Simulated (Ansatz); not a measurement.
```cif
data_biclo
_symmetry_space_group_name_H-M 'P4/nmm:1'
_symmetry_Int_Tables_number 129
_cell_length_a 3.8855
_cell_length_b 3.8855
_cell_length_c 7.3489
_cell_angle_alpha 90.000
_cell_angle_beta 90.000
_cell_angle_gamma 90.000
_cell_volume 110.95
loop_
_atom_site_label
_atom_site_type_symbol
_atom_site_symmetry_multiplicity
_atom_site_Wyckoff_symbol
_atom_site_fract_x
_atom_site_fract_y
_atom_site_fract_z
_atom_site_occupancy
Bi1 Bi 2 c 0.50000 0.00000 0.32904 1
Cl1 Cl 2 c 0.00000 0.50000 0.14720 1
O1 O 2 b 0.00000 0.00000 0.50000 1
_calc_subject 'BiOCl (P4/nmm): band gap by G0W0 on HSE06'
_calc_method 'G0W0 on HSE06, plane waves, PAW (and 1 further level or step)'
_calc_program 'Ansatz 0.2.0'
_calc_settings_of_one_run 'cutoff 930 eV, 6×6×4 k-mesh, {"kind": "paw", "source": "ansatz"}, empty bands 659, screening cutoff 190 eV, screening contour deformation, QP bands (v2, c2), PAW set ansatz'
_calc_cost '2 runs, 7.9 min in all on 1 × NVIDIA H100 80GB HBM3 (shared by 3 runs) with 4 threads of AMD EPYC 7R13 (Zen 3), shared host (the runs of this entry)'
_calc_notes 'In doubt: masses and optical values from hybrid runs of this build are listed as unsure (in some of the runs), which bears on the screening that GW takes from such a start. The cell and positions come from the Crystallography Open Database and are kept as given unless a step says otherwise. Limits: no spin-orbit coupling. The differences hold parts that these runs do not separate: finite bands, cutoffs and mesh, points of the zone that were not corrected, the start of G0W0, spin-orbit coupling missing from it, static nuclei, no electron-hole attraction, and what each experiment reads as the gap. How much each gives is not known from the steps shown.'
_calc_hse06_gap_over_mesh_and_listed_points '3.604 eV, from k = (0.000, 0.400, 0.500) to k = (0.000, 0.000, 0.500)'
_calc_g0w0_hse06_gap_over_all_30_irreducible_mesh_points '4.119 eV, from k = (0.000, 0.333, -0.500) to k = (0.000, 0.000, -0.500)'
_calc_hse06_soc_gap_over_mesh_and_listed_points '3.259 eV'
_calc_gw_settings '6×6×4 mesh, 659 empty bands, screening to 190 eV, hard PAW files'
_calc_known_limits 'finite bands, screening cutoff and k mesh; no spin-orbit coupling in G0W0'
```

[Paths, hosts, dates, memory and timing lines, banners, echoed tables and standing remarks are left out of the program output.]

[Logs are printed without paths, hosts, clocks, repeated set-up lines and the standing remarks that a program may print on its own settings, such as how far it seeks lower states.]

[Runs of the session that timed out or met a known fault of the program may be left out.]

[Cells called generated may have been cut or substituted from an entry of the Crystallography Open Database or the Materials Project.]

[Hosts, paths, dates, database ids (printed as entryN), source tags and the programs' standing remarks are cut or masked in the printed files.]
